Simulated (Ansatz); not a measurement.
# The potential step between two gates: Zr2COS MXene under 2H-MoSSe, AB

Two oppositely charged gates put a neutral stack in a displacement field D. The voltage between them is D/ε₀ times an electrical distance, shorter than the real one because the stack screens.

How it was computed: Ansatz 0.2.0, plane waves with PAW datasets (its set soft_2), PBE-D3(BJ); isolated slab, charged sheets 4 Å from the outer atoms behind model barriers, atoms held. Voltages count from the uncharged case.

| run | D/ε₀ (V/nm) | step in an electron's potential, upper less lower gate (eV) |
| --- | --- | --- |
| run 1 | 0.000 | 0.000 |
| run 2 | 0.543 | 0.380 |
| run 3 | 1.086 | 0.745 |
| run 4 | 2.171 | 1.452 |
| run 5 | 4.343 | ? |

Q: Estimate the withheld value from the rows shown.

A least-squares line through the 4 rows shown has slope 0.6671 and intercept 0.0105; no row lies more than 0.011 eV off it. The size of the slope, 0.667 nm, is the electrical distance; the sheets are 1.978 nm apart, and screening reaches beyond the outer atoms. At 4.343 it gives 0.6671 × 4.343 + 0.0105 = 2.908 eV, beyond the rows fitted. Rounding and scatter of the rows alone allow about ±0.033 eV there.

The run itself gives 2.835 eV: a miss of −0.073 eV, or 2.6 % of the value. Screening changes with the field.

Caveats: The gates are model sheets, not atoms.
